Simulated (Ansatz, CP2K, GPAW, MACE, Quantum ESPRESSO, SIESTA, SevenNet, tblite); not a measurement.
# CP2K runs on (5,5) carbon nanotube bundle (80 atoms), part 2 of 4

Aim: run (5,5) carbon nanotube bundle (80 atoms) in CP2K and see how near its forces come to a plane-wave reference, and at what cost.

Program: CP2K 2026.2; the method stands at each step. Banners, paths, timers and routine set-up lines are dropped from the logs unmarked, and long logs keep their key lines alone; longer cuts are marked.

So far. Step 2 (PBE, DZVP-MOLOPT-SR, 450/50 Ry, diagonalisation): Forces lie 1.9 % from the reference's, at 1.2 times its CPU time. Step 3 (GFN1-xTB, diagonalisation): Against the first run (1.9 %), the force difference from the reference is 11 %, at 0.0085 times the CPU time (on 1 against 2 cores); the model has changed, so this is no error of the program alone.

## 4. PBE, SZV-MOLOPT-SR, 450/50 Ry, diagonalisation

Method: Kohn-Sham DFT, PBE, GTH-PBE pseudopotentials, Gaussian and plane waves, SZV-MOLOPT-SR-GTH, diagonalisation.

input.inp reads:

```
&GLOBAL
  PROJECT cell
  RUN_TYPE ENERGY_FORCE
  PRINT_LEVEL LOW
&END GLOBAL
&FORCE_EVAL
  METHOD QS
  STRESS_TENSOR ANALYTICAL
  &DFT
    BASIS_SET_FILE_NAME BASIS_MOLOPT
    POTENTIAL_FILE_NAME GTH_POTENTIALS
    &MGRID
      CUTOFF 450
      REL_CUTOFF 50
    &END MGRID
    &QS
      EPS_DEFAULT 1.0E-12
    &END QS
    &SCF
      SCF_GUESS ATOMIC
      EPS_SCF 1.0E-06
      MAX_SCF 200
      ADDED_MOS 36
      &DIAGONALIZATION
        ALGORITHM STANDARD
      &END DIAGONALIZATION
      &SMEAR ON
        METHOD FERMI_DIRAC
        ELECTRONIC_TEMPERATURE [K] 580
      &END SMEAR
      &MIXING
        METHOD BROYDEN_MIXING
        ALPHA 0.15
        NBROYDEN 8
      &END MIXING
      &PRINT
        &RESTART OFF
        &END RESTART
      &END PRINT
    &END SCF
    &XC
      &XC_FUNCTIONAL PBE
      &END XC_FUNCTIONAL
    &END XC
    &PRINT
      &MULLIKEN ON
      &END MULLIKEN
      &LOWDIN ON
      &END LOWDIN
      &MO ON
        EIGENVALUES T
        OCCUPATION_NUMBERS T
        MO_INDEX_RANGE 149 172
        &EACH
          QS_SCF 0
        &END EACH
        ADD_LAST NUMERIC
      &END MO
    &END PRINT
  &END DFT
  &SUBSYS
    &CELL
      A 10.08135 0.00000 0.00000
      B -5.04067 8.73070 0.00000
      C 0.00000 0.00000 9.72051
    &END CELL
    &COORD
[... 80 atom lines left out: the same atoms as in the first run ...]
    &END COORD
    &KIND C
      BASIS_SET SZV-MOLOPT-SR-GTH-q4
      POTENTIAL GTH-PBE-q4
    &END KIND
  &END SUBSYS
  &PRINT
    &FORCES ON
    &END FORCES
    &STRESS_TENSOR ON
    &END STRESS_TENSOR
  &END PRINT
&END FORCE_EVAL
```

Command:

```bash
OMP_NUM_THREADS=1 cp2k.psmp -i input.inp > output.txt
```

Numbers of over 12 decimals in the logs are rounded to 6 here.

The program printed:

```text
CP2K| version string:                                       CP2K version 2026.2
 CP2K| Input file name                                                 input.inp
 GLOBAL| Basis set file name                                        BASIS_MOLOPT
 GLOBAL| Potential file name                                      GTH_POTENTIALS
 GLOBAL| Run type                                                   ENERGY_FORCE
 GLOBAL| Total number of message passing processes                             1
 GLOBAL| Number of threads for this process                                    1
[... lines left out ...]
                        Smear method:                                FERMI_DIRAC
[... lines left out ...]
 Number of electrons:                                                        320
[... lines left out ...]
  Step     Update method      Time    Convergence         Total energy    Change
[... lines left out ...]
  *** SCF run converged in    19 steps ***
[... lines left out ...]
  Fermi energy:                                                 0.178570
  Total energy:                                              -453.457905
  Total energy (extrapolated to T->0):                       -453.457905
[... lines left out ...]
 MO| E(Fermi):            0.178570 a.u.          4.859147 eV
[... lines left out ...]
      79     C        1          4.009592                             -0.009592
      80     C        1          3.995493                              0.004507
 # Total charge                            320.000000                 -0.000000
 ENERGY| Total FORCE_EVAL ( QS ) energy [hartree]           -453.457920
 FORCES| Atomic forces [hartree/bohr]
 FORCES|   Atom     x               y               z               |f|
 FORCES|      1  3.22525286E-03 -4.08326458E-03 -1.04066367E-02   1.16350072E-02
 FORCES|      2  9.91240528E-03 -1.45687631E-02  1.01978040E-02   2.03592692E-02
 FORCES|      3  1.92962102E-02  1.17269860E-03  4.21915717E-02   4.64095644E-02
[...]
FORCES|     79  2.08056437E-02  1.17846881E-02 -4.20065518E-02   4.83353295E-02
 FORCES|     80  7.77019055E-03 -2.24489011E-02 -6.87031283E-03   2.47291371E-02
 FORCES| Sum     7.85632983E-05  1.46646440E-04 -9.53963366E-06
 FORCES| Total atomic force                                       1.66638455E-04
 STRESS| Analytical stress tensor [bar]
 STRESS|                        x                   y                   z
 STRESS|      x        1.71780443868E+05   1.42392586865E+04   3.17265160667E+02
 STRESS|      y        1.42392586865E+04   1.87301273969E+05  -1.67876390573E+03
 STRESS|      z        3.17265160667E+02  -1.67876390573E+03   2.50270517874E+05
 STRESS| 1/3 Trace                                             2.03117411903E+05
```

It took 2.6 min on 1 thread of Arm Neoverse V2, shared host; peak memory 1.6 GiB.

Numbers from this run, and their distance from the reference:

| Property | Result |
| --- | --- |
| r.m.s. force component | 1.732 eV/Å |
| r.m.s. difference of force components | 379.2 meV/Å |
| longest difference of force vectors | 1372 meV/Å |
| force difference over r.m.s. force | 27.59 % |
| slope of forces against the reference's | 1.256 |
| correlation of force components | 0.9967 |
| pressure | 20.31 GPa |
| pressure difference | 9.051 GPa |

This is a coarse setting, run to see what it loses.

Against the first run (1.9 %), the force difference from the reference is 28 %, at 0.53 times the CPU time (on 1 against 2 cores), with 320 basis functions against 1040: the smaller basis costs accuracy.

## 5. PBE, TZVP-UZH, 450/50 Ry, diagonalisation

Method: Kohn-Sham DFT, PBE, GTH-PBE pseudopotentials, Gaussian and plane waves, TZVP-MOLOPT (UZH set), diagonalisation.

Changes to input.inp since step 4:

```diff
@@ -9,4 +9,4 @@
   &DFT
-    BASIS_SET_FILE_NAME BASIS_MOLOPT
-    POTENTIAL_FILE_NAME GTH_POTENTIALS
+    BASIS_SET_FILE_NAME BASIS_MOLOPT_UZH
+    POTENTIAL_FILE_NAME POTENTIAL_UZH
     &MGRID
@@ -70,3 +70,3 @@
     &KIND C
-      BASIS_SET SZV-MOLOPT-SR-GTH-q4
+      BASIS_SET TZVP-MOLOPT-PBE-GTH-q4
       POTENTIAL GTH-PBE-q4
```

Command:

```bash
OMP_NUM_THREADS=1 mpirun -np 4 cp2k.psmp -i input.inp > output.txt
```

The program printed:

```text
CP2K| version string:                                       CP2K version 2026.2
 CP2K| Input file name                                                 input.inp
 GLOBAL| Basis set file name                                    BASIS_MOLOPT_UZH
 GLOBAL| Potential file name                                       POTENTIAL_UZH
[... lines left out ...]
 Number of electrons:                                                        320
[... lines left out ...]
  Step     Update method      Time    Convergence         Total energy    Change
[... lines left out ...]
  *** SCF run converged in    19 steps ***
[... lines left out ...]
  Fermi energy:                                                 0.152377
  Total energy:                                              -454.920594
  Total energy (extrapolated to T->0):                       -454.920594
[... lines left out ...]
 MO| E(Fermi):            0.152377 a.u.          4.146381 eV
[... lines left out ...]
 ENERGY| Total FORCE_EVAL ( QS ) energy [hartree]           -454.920569
[... lines left out ...]
 FORCES|      1 -6.58633780E-05 -2.73971963E-04 -7.70021116E-03   7.70536505E-03
 FORCES|      2  5.95022490E-03 -1.49643234E-02  7.81041215E-03   1.78980080E-02
 FORCES|      3  1.30274205E-02 -8.77435258E-04  3.30078214E-02   3.54964766E-02
[...]
FORCES|     79  1.45656731E-02  1.19232832E-02 -3.38885752E-02   3.87654362E-02
 FORCES|     80  4.31830822E-03 -1.86875490E-02 -4.71554557E-03   1.97511682E-02
 FORCES| Sum     1.23014940E-04  1.75524798E-04 -1.01282808E-04
 FORCES| Total atomic force                                       2.37065049E-04
 STRESS| Analytical stress tensor [bar]
 STRESS|                        x                   y                   z
 STRESS|      x        1.02659855074E+05   1.08961932238E+04   1.35206170376E+02
 STRESS|      y        1.08961932238E+04   1.22720184080E+05  -8.28865952380E+02
 STRESS|      z        1.35206170376E+02  -8.28865952380E+02   1.36707803729E+05
 STRESS| 1/3 Trace                                             1.20695947628E+05
```

The job ended after 1.9 min (4 MPI ranks; peak memory 2.6 GiB; 7.7 min of CPU time).

Numbers from this run, and their distance from the reference:

| Quantity | Value |
| --- | --- |
| r.m.s. force component | 1.392 eV/Å |
| r.m.s. difference of force components | 22.25 meV/Å |
| longest difference of force vectors | 79.5 meV/Å |
| force difference over r.m.s. force | 1.619 % |
| slope of forces against the reference's | 1.012 |
| correlation of force components | 1 |
| pressure | 12.07 GPa |
| pressure difference | 0.8086 GPa |

Against the first run (1.9 %), the force difference from the reference is 1.6 %, at 1.5 times the CPU time (on 4 against 2 cores), with 1360 basis functions against 1040; this set comes with other potentials too, so the change isn't the basis's alone.

## 6. PBE+D3(BJ), DZVP-MOLOPT-SR, 450/50 Ry, diagonalisation

Method: Kohn-Sham DFT, PBE+D3(BJ), GTH-PBE pseudopotentials, Gaussian and plane waves, DZVP-MOLOPT-SR-GTH, diagonalisation.

Changes to input.inp since step 5:

```diff
@@ -9,4 +9,4 @@
   &DFT
-    BASIS_SET_FILE_NAME BASIS_MOLOPT_UZH
-    POTENTIAL_FILE_NAME POTENTIAL_UZH
+    BASIS_SET_FILE_NAME BASIS_MOLOPT
+    POTENTIAL_FILE_NAME GTH_POTENTIALS
     &MGRID
@@ -43,2 +43,10 @@
       &END XC_FUNCTIONAL
+      &VDW_POTENTIAL
+        POTENTIAL_TYPE PAIR_POTENTIAL
+        &PAIR_POTENTIAL
+          TYPE DFTD3(BJ)
+          PARAMETER_FILE_NAME dftd3.dat
+          REFERENCE_FUNCTIONAL PBE
+        &END PAIR_POTENTIAL
+      &END VDW_POTENTIAL
     &END XC
@@ -66,7 +74,8 @@
     &END CELL
-    &COORD
-[... 80 atom lines left out: the same atoms as in the first run ...]
-    &END COORD
+    &TOPOLOGY
+      COORD_FILE_NAME structure.xyz
+      COORD_FILE_FORMAT XYZ
+    &END TOPOLOGY
     &KIND C
-      BASIS_SET TZVP-MOLOPT-PBE-GTH-q4
+      BASIS_SET DZVP-MOLOPT-SR-GTH-q4
       POTENTIAL GTH-PBE-q4
```

structure.xyz reads:

```xyz
80

C 3.36500 0.70064 1.27572
C 3.12663 1.39307 0.05998
C 2.26427 2.51252 0.03908
C 1.68863 2.91483 1.28330
C 0.36510 3.33958 1.29594
C -0.36227 3.39354 2.49224
C 8.36808 2.91317 0.08068
C 7.82908 2.52038 1.25570
C 6.94338 1.40625 1.30459
C 6.76539 0.71854 2.47688
C 1.69856 8.05835 0.09108
C 1.94586 7.34243 1.26726
C 2.75055 6.22770 1.27591
C 3.33103 5.82626 2.50566
C 4.68012 5.39514 2.50935
C 5.45104 5.34782 1.31519
C 6.71635 5.79815 1.26328
C -2.73875 6.24533 2.47474
C -1.91288 7.30105 2.50274
C -1.73807 8.00020 1.26736
[... 56 atom lines left out ...]
C 6.72270 5.81404 8.59604
C -2.74364 6.24647 0.05871
C -1.92967 7.34880 0.08350
C -1.72239 8.02002 8.57689
```

Command:

```bash
OMP_NUM_THREADS=2 cp2k.psmp -i input.inp > output.txt
```

The program printed:

```text
CP2K| version string:                                       CP2K version 2026.2
 CP2K| Input file name                                                 input.inp
 GLOBAL| Basis set file name                                        BASIS_MOLOPT
 GLOBAL| Potential file name                                      GTH_POTENTIALS
 GLOBAL| Run type                                                   ENERGY_FORCE
 GLOBAL| Total number of message passing processes                             1
 GLOBAL| Number of threads for this process                                    2
 TOTAL NUMBERS AND MAXIMUM NUMBERS
  Total number of            - Atomic kinds:                                   1
                             - Atoms:                                         80
[... lines left out ...]
                        Smear method:                                FERMI_DIRAC
[... lines left out ...]
 Number of electrons:                                                        320
[... lines left out ...]
  Step     Update method      Time    Convergence         Total energy    Change
[... lines left out ...]
  *** SCF run converged in    18 steps ***
[... lines left out ...]
  Fermi energy:                                                 0.148824
  Total energy:                                              -455.395760
  Total energy (extrapolated to T->0):                       -455.395760
[... lines left out ...]
 MO| E(Fermi):            0.148824 a.u.          4.049719 eV
[... lines left out ...]
       1     C        1          4.006767                             -0.006767
       2     C        1          4.000379                             -0.000379
       3     C        1          4.002003                             -0.002003
[...]
# Total charge                            320.000000                  0.000000
 !-----------------------------------------------------------------------------!
 LOWDIN POPULATION ANALYSIS
 #  Atom  Element  Kind  Atomic population                           Net charge
[...]
79     C        1          4.024257                             -0.024257
      80     C        1          3.991434                              0.008566
 # Total charge                            320.000000                  0.000000
 ENERGY| Total FORCE_EVAL ( QS ) energy [hartree]           -455.395766
 FORCES| Atomic forces [hartree/bohr]
 FORCES|   Atom     x               y               z               |f|
 FORCES|      1  9.62198703E-04 -1.80217988E-04 -7.58151603E-03   7.64445486E-03
 FORCES|      2  7.18344309E-03 -1.48924926E-02  7.88927242E-03   1.83201749E-02
 FORCES|      3  1.34342261E-02  1.48134774E-04  3.32453816E-02   3.58574368E-02
[...]
FORCES|     79  1.59987233E-02  1.17645037E-02 -3.41461066E-02   3.95008771E-02
 FORCES|     80  5.53836854E-03 -1.87962865E-02 -4.89165193E-03   2.01965881E-02
 FORCES| Sum     1.26120143E-04  1.88977169E-04 -9.30994062E-05
 FORCES| Total atomic force                                       2.45532401E-04
 STRESS| Analytical stress tensor [bar]
 STRESS|                        x                   y                   z
 STRESS|      x        9.47322988586E+04   1.11603503987E+04   1.15009824730E+02
 STRESS|      y        1.11603503987E+04   1.15362334497E+05  -8.07569109121E+02
 STRESS|      z        1.15009824730E+02  -8.07569109121E+02   1.40743939422E+05
 STRESS| 1/3 Trace                                             1.16946190926E+05
```

It took 2.6 min on 2 threads; peak memory 1.8 GiB; 5 min of CPU time.

Compared with the plane-wave run:

```
r.m.s. force component                  : 1.409 eV/Å
r.m.s. difference of force components   : 54.93 meV/Å
longest difference of force vectors     : 145.2 meV/Å
force difference over r.m.s. force      : 3.996 %
slope of forces against the reference's : 1.025
correlation of force components         : 0.9995
pressure                                : 11.69 GPa
pressure difference                     : 0.4336 GPa
```

Against the first run (1.9 %), the force difference from the reference is 4.0 %, at 1.00 times the CPU time; the model has changed, so this is no error of the program alone.

## 7. PBE, DZVP-MOLOPT-SR, 630/50 Ry, diagonalisation

Method: Kohn-Sham DFT, PBE, GTH-PBE pseudopotentials, Gaussian and plane waves, DZVP-MOLOPT-SR-GTH, diagonalisation.

Changes to input.inp since step 6:

```diff
@@ -12,4 +12,5 @@
     &MGRID
-      CUTOFF 450
+      CUTOFF 630
       REL_CUTOFF 50
+      NGRIDS 5
     &END MGRID
@@ -43,10 +44,2 @@
       &END XC_FUNCTIONAL
-      &VDW_POTENTIAL
-        POTENTIAL_TYPE PAIR_POTENTIAL
-        &PAIR_POTENTIAL
-          TYPE DFTD3(BJ)
-          PARAMETER_FILE_NAME dftd3.dat
-          REFERENCE_FUNCTIONAL PBE
-        &END PAIR_POTENTIAL
-      &END VDW_POTENTIAL
     &END XC
```

structure.xyz is that of step 6.

Command:

```bash
OMP_NUM_THREADS=1 mpirun -np 4 cp2k.psmp -i input.inp > output.txt
```

The program printed:

```text
CP2K| version string:                                       CP2K version 2026.2
 CP2K| Input file name                                                 input.inp
 GLOBAL| Basis set file name                                        BASIS_MOLOPT
 GLOBAL| Potential file name                                      GTH_POTENTIALS
[... lines left out ...]
 Number of electrons:                                                        320
[... lines left out ...]
  Step     Update method      Time    Convergence         Total energy    Change
[... lines left out ...]
  *** SCF run converged in    18 steps ***
[... lines left out ...]
  Fermi energy:                                                 0.148825
  Total energy:                                              -455.029807
  Total energy (extrapolated to T->0):                       -455.029807
[... lines left out ...]
 MO| E(Fermi):            0.148825 a.u.          4.049721 eV
[... lines left out ...]
 ENERGY| Total FORCE_EVAL ( QS ) energy [hartree]           -455.029813
[... lines left out ...]
 FORCES|      1 -1.22429910E-04 -2.75397258E-04 -7.77516813E-03   7.78100715E-03
 FORCES|      2  6.16452478E-03 -1.51807608E-02  7.81566439E-03   1.81532772E-02
 FORCES|      3  1.27339492E-02 -5.92695322E-04  3.31480469E-02   3.55147542E-02
[...]
FORCES|     79  1.50410496E-02  1.21557679E-02 -3.40283750E-02   3.91398284E-02
 FORCES|     80  4.27638334E-03 -1.88791553E-02 -4.75258440E-03   1.99323109E-02
 FORCES| Sum     1.33913845E-04  1.59500199E-04  2.30107594E-06
 FORCES| Total atomic force                                       2.08275121E-04
 STRESS| Analytical stress tensor [bar]
 STRESS|                        x                   y                   z
 STRESS|      x        1.00092951246E+05   1.09711888998E+04   1.51675985423E+02
 STRESS|      y        1.09711888998E+04   1.20374598344E+05  -8.49154948126E+02
 STRESS|      z        1.51675985423E+02  -8.49154948126E+02   1.34876626251E+05
 STRESS| 1/3 Trace                                             1.18448058614E+05
```

It took 1.8 min on 4 MPI ranks; peak memory 3.6 GiB; 7.1 min of CPU time.

Numbers from this run, and their distance from the reference:

```yaml
r_m_s_force_component: 1.395 eV/Å
r_m_s_difference_of_force_components: 25.73 meV/Å
longest_difference_of_force_vectors: 97.09 meV/Å
force_difference_over_r_m_s_force: 1.872 %
slope_of_forces_against_the_reference_s: 1.015
correlation_of_force_components: 0.9999
pressure: 11.84 GPa
pressure_difference: 0.5838 GPa
energy_less_the_same_level_run_s: 0.0026 meV/atom
r_m_s_force_difference_from_the_same_level_run: 0.788 meV/Å
```

Against the first run (1.9 %), the force difference from the reference is 1.9 %, at 1.4 times the CPU time (on 4 against 2 cores): the change moves forces by 0.79 meV/Å r.m.s., so most of the difference comes from elsewhere.

## 8. PBE, DZVP-MOLOPT-SR, 225/50 Ry, diagonalisation

Method: Kohn-Sham DFT, PBE, GTH-PBE pseudopotentials, Gaussian and plane waves, DZVP-MOLOPT-SR-GTH, diagonalisation.

Changes to input.inp since step 7:

```diff
@@ -12,5 +12,4 @@
     &MGRID
-      CUTOFF 630
+      CUTOFF 225
       REL_CUTOFF 50
-      NGRIDS 5
     &END MGRID
```

structure.xyz is that of step 7.

Command:

```bash
OMP_NUM_THREADS=2 cp2k.psmp -i input.inp > output.txt
```

The program printed:

```text
CP2K| version string:                                       CP2K version 2026.2
 CP2K| Input file name                                                 input.inp
 GLOBAL| Basis set file name                                        BASIS_MOLOPT
 GLOBAL| Potential file name                                      GTH_POTENTIALS
[... lines left out ...]
 Number of electrons:                                                        320
[... lines left out ...]
  Step     Update method      Time    Convergence         Total energy    Change
[... lines left out ...]
  *** SCF run converged in    18 steps ***
[... lines left out ...]
  Fermi energy:                                                 0.148818
  Total energy:                                              -455.030624
  Total energy (extrapolated to T->0):                       -455.030624
[... lines left out ...]
 MO| E(Fermi):            0.148818 a.u.          4.049537 eV
[... lines left out ...]
 ENERGY| Total FORCE_EVAL ( QS ) energy [hartree]           -455.030630
[... lines left out ...]
 FORCES|      1 -2.04301714E-04  1.14645283E-04 -6.86985408E-03   6.87384738E-03
 FORCES|      2  5.96788203E-03 -1.53564130E-02  8.15257959E-03   1.83820453E-02
 FORCES|      3  1.28754342E-02 -6.52752678E-04  3.24043818E-02   3.48747309E-02
[...]
FORCES|     79  1.48659709E-02  1.24471157E-02 -3.30333259E-02   3.83031121E-02
 FORCES|     80  4.43949116E-03 -1.90540822E-02 -5.24783017E-03   2.02560324E-02
 FORCES| Sum    -3.59635063E-04  1.81032375E-03  7.76545853E-03
 FORCES| Total atomic force                                       7.98178900E-03
 STRESS| Analytical stress tensor [bar]
 STRESS|                        x                   y                   z
 STRESS|      x        1.00268124732E+05   1.09423682409E+04   1.55907308416E+02
 STRESS|      y        1.09423682409E+04   1.20485778639E+05  -8.46795576410E+02
 STRESS|      z        1.55907308416E+02  -8.46795576410E+02   1.34951145698E+05
 STRESS| 1/3 Trace                                             1.18568349690E+05
```

The job ended after 2.3 min (2 threads; peak memory 0.87 GiB; 4.5 min of CPU time).

Numbers from this run, and their distance from the reference:

```
r.m.s. force component                          : 1.399 eV/Å
r.m.s. difference of force components           : 35.69 meV/Å
longest difference of force vectors             : 126.4 meV/Å
force difference over r.m.s. force              : 2.596 %
slope of forces against the reference's         : 1.017
correlation of force components                 : 0.9998
pressure                                        : 11.86 GPa
pressure difference                             : 0.5958 GPa
energy less the same-level run's                : -0.2753 meV/atom
r.m.s. force difference from the same-level run : 23.1 meV/Å
```

This is a coarse setting, run to see what it loses.

Against the first run (1.9 %), the force difference from the reference is 2.6 %, at 0.90 times the CPU time: the grid matters here.

(Part 2 of 4 ends here.)

[Also dropped from logs without a mark: logging warnings of Python, and SIESTA's first energy breakdown and zero terms.]

[Logs are printed without paths, hosts, clocks, repeated set-up lines and the standing remarks that a program may print on its own settings, such as how far it seeks lower states.]

[Hosts, paths, dates, database ids (printed as entryN), source tags and the programs' standing remarks are cut or masked in the printed files.]
